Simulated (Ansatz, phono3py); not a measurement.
# Scattering channels in KCl (Sylvite, Fm-3m), one at a time, part 2 of 2

Wanted: the sensitivity of κ of KCl (Sylvite) to the choices of the transport step.

Experimental results on record:
- thermal conductivity 7.1 W/m/K near room temperature (given in “Combining the AFLOW GIBBS and Elastic Libraries to efficiently and robustly screen thermo-mechanical properties of solids”, 2017, arXiv:1611.05714)
- thermal conductivity 7.1 W/m/K near room temperature (given in “Predicting the lattice thermal conductivity of solids by solving the Boltzmann transport equation: AFLOW - AAPL an automated, accurate and efficient framework”, 2017, arXiv:1611.05481)

phono3py 4.10.0; DFT LDA, scalar-relativistic, plane waves, PAW; PAW set soft_1; phono3py on Ansatz's force constants.

So far, κ at 300 K (W/m/K): step 2 (relaxation-time solution) 10.3; step 15 (solver RTA with coherences (SMM19)) 10.4; step 16 (delta function Gaussian, sigma 0.05 THz) 10.6; step 17 (delta function Gaussian, sigma 0.1 THz) 10.3; step 19 (without dipole term) 10.2.

### Step 20. A changed mass, third order supercell 3×3×3, supercell 6×6×6

Changing one mass at fixed force constants separates the effect of mass from that of bonding.

phono3py.yaml

```yaml
phono3py:
  version: "4.10.0"
  frequency_unit_conversion_factor: 15.633302
  symmetry_tolerance: 1.00000e-05

physical_unit:
  atomic_mass: "AMU"
  length: "angstrom"

space_group:
  type: "Fm-3m"
  number: 225
  Hall_symbol: "-F 4 2 3"

primitive_matrix:
- [  1.000000000000000,  0.000000000000000,  0.000000000000000 ]
- [  0.000000000000000,  1.000000000000000,  0.000000000000000 ]
- [  0.000000000000000,  0.000000000000000,  1.000000000000000 ]

supercell_matrix:
- [   3,   0,   0 ]
- [   0,   3,   0 ]
- [   0,   0,   3 ]

# [primitive_cell block left out]
unit_cell:
  lattice:
  - [     0.000000000000000,     3.038637075500000,     3.038637075500000 ] # a
  - [     3.038637075500000,     0.000000000000000,     3.038637075500000 ] # b
  - [     3.038637075500000,     3.038637075500000,     0.000000000000000 ] # c
  points:
  - symbol: K # 1
    coordinates: [  0.000000000000000,  0.000000000000000,  0.000000000000000 ]
    mass: 39.098300
    reduced_to: 1
  - symbol: Cl # 2
    coordinates: [  0.500000000000000,  0.500000000000000,  0.500000000000000 ]
    mass: 35.450000
    reduced_to: 2

# [supercell block left out]
phonon_supercell_matrix:
- [   6,   0,   0 ]
- [   0,   6,   0 ]
- [   0,   0,   6 ]

# [phonon_primitive_cell block left out]
# [phonon_supercell block left out]
nac:
  born_effective_charge:
  - # 1 (K)
    - [  1.109091043469948,  0.000000000000000,  0.000000000000000 ]
    - [  0.000000000000000,  1.109091043469948,  0.000000000000000 ]
    - [  0.000000000000000,  0.000000000000000,  1.109091043469948 ]
  - # 2 (Cl)
    - [ -1.109091043469948,  0.000000000000000,  0.000000000000000 ]
    - [  0.000000000000000, -1.109091043469948,  0.000000000000000 ]
    - [  0.000000000000000,  0.000000000000000, -1.109091043469948 ]
  dielectric_constant:
    - [  2.507462385729138,  0.000000000000000,  0.000000000000000 ]
    - [  0.000000000000000,  2.507462385729138,  0.000000000000000 ]
    - [  0.000000000000000,  0.000000000000000,  2.507462385729138 ]
  unit_conversion_factor: 14.399645
```

Run with:

```console
> phono3py phono3py.yaml --mesh 17 17 17 --br --mass 39.098 17.725 --ts 100 300 600
```

The job ended after 16 s (8 threads of Arm Neoverse V1, shared host; peak memory 0.29 GiB).

Numbers from this step:

* κ at 300 K: 8.11 W/m/K
* κ xx, yy, zz at 300 K: 8.11, 8.11, 8.11 W/m/K

W/m/K. Kappa, by row:

| T (K) | xx | yy | zz | yz | xz | xy |
| --- | --- | --- | --- | --- | --- | --- |
| 100 | 28.8 | 28.8 | 28.8 | 0 | 0 | 0 |
| 300 | 8.11 | 8.11 | 8.11 | 0 | 0 | 0 |
| 600 | 3.99 | 3.99 | 3.99 | 0 | 0 | 0 |

Without isotope scattering in either run, κ at 300 K goes from 10.7 to 8.11 W/(m K).

### Step 21. Mass disorder, third order supercell 3×3×3, supercell 6×6×6

A typed mass variance takes the place of the natural one on the sites of one element, as a model of more or less disorder.

phono3py.yaml is that of step 20.

Run with:

```console
> phono3py phono3py.yaml --mesh 17 17 17 --br --isotope --mv 0.01 0.0005827 --ts 50 100 150 200 300 400 500 600 800
```

Run time: 18 s. Hardware: 8 threads; peak memory 0.29 GiB; 1.8 min of CPU time.

Numbers from this step:

| Property | Result |
| --- | --- |
| κ at 300 K | 7.357 W/m/K |
| κ xx, yy, zz at 300 K | 7.357, 7.357, 7.357 W/m/K |

W/m/K. Kappa, by row:

| T (K) | xx | yy | zz | yz | xz | xy |
| --- | --- | --- | --- | --- | --- | --- |
| 50 | 25.38 | 25.38 | 25.38 | 0 | 0 | 0 |
| 100 | 15.55 | 15.55 | 15.55 | 0 | 0 | 0 |
| 150 | 11.95 | 11.95 | 11.95 | 0 | 0 | 0 |
| 200 | 9.838 | 9.838 | 9.838 | 0 | 0 | 0 |
| 300 | 7.357 | 7.357 | 7.357 | 0 | 0 | 0 |
| 400 | 5.912 | 5.912 | 5.912 | 0 | 0 | 0 |
| 500 | 4.955 | 4.955 | 4.955 | 0 | 0 | 0 |
| 600 | 4.27 | 4.27 | 4.27 | 0 | 0 | 0 |
| 800 | 3.352 | 3.352 | 3.352 | 0 | 0 | 0 |

κ at 300 K goes from 10.3 in the base run to 7.36 W/(m K).

### Step 22. An input with a fault, third order supercell 3×3×3, supercell 6×6×6

This input was changed on purpose, to see how the program answers.

phono3py.yaml is that of step 21.

Run with:

```console
> phono3py phono3py.yaml --mesh 9 9 --br --ts 300
```

The job ended after 0.37 s (8 threads; peak memory 0.29 GiB).

The run ended with an error.

The fault put into the input: two mesh numbers.

### Step 23. What came out

```yaml
kappa_at_300_k_rta_natural_isotopes_mesh_17x17x17: 10.3 W/m/K
kappa_at_300_k_rta_pure_mesh_17x17x17: 10.7 W/m/K
kappa_at_300_k_lbte_mesh_17x17x17: 14.0 W/m/K
kappa_at_300_k_with_coherences_mesh_17x17x17: 10.4 W/m/K
kappa_at_300_k_no_dipole_term_mesh_17x17x17: 10.2 W/m/K
```

**Reading.** On these constants κ of KCl (Sylvite) at 300 K is 10.3 W/(m K) in the base run, by relaxation time; smearing and coherences move that between 10.3 and 10.6. The full solution gives 14.0 W/(m K) (phono3py, mesh 17×17×17). On the same constants and mesh Ansatz's figure, which includes its coherence part, and phono3py's, which doesn't, differ by up to 4.2 %; with phono3py's own coherence part added, which is defined differently, the largest difference is 0.31 %. The last step of the mesh series (21 to 27) moves κ at 300 K by +0.4 %, while the coarsest mesh gives 232 % of the densest value. Normal processes make 59 % of the three-phonon scattering at 300 K, weighting modes by their heat capacity. A boundary length of 1 µm leaves 97 % of κ at 300 K. A boundary length of 10 µm leaves 100 % of κ at 300 K. Scaling the mass of Cl by 0.5 at fixed force constants, a model exercise, multiplies the isotope-free κ by 0.759. A mass variance of 0.01 on the K sites, typed in place of the natural one, gives 72 % of the base value. A measured thermal conductivity near room temperature is 7.1 W/m/K (arXiv:1611.05714); the calculated 14.0 W/m/K differs by +97 %. The relaxed cell is 10 % smaller in volume than the database cell, which stiffens most phonons and usually raises κ; no run here tested that. Four-phonon, defect and boundary scattering, which are left out, would lower the calculated value; thermal expansion is left out too. The PAW files were made for PBE and are used here under another functional, for which the program regenerates the frozen cores. The cell of these runs is 10 % smaller in volume than the database cell; frequencies and all that rests on them shift with it.

[Logs are printed without paths, hosts, clocks, repeated set-up lines and the standing remarks that a program may print on its own settings, such as how far it seeks lower states.]

[Hosts, paths, dates, database ids (printed as entryN), source tags and the programs' standing remarks are cut or masked in the printed files.]

[A step with changed settings may run another functional than the one named; its input shows which.]
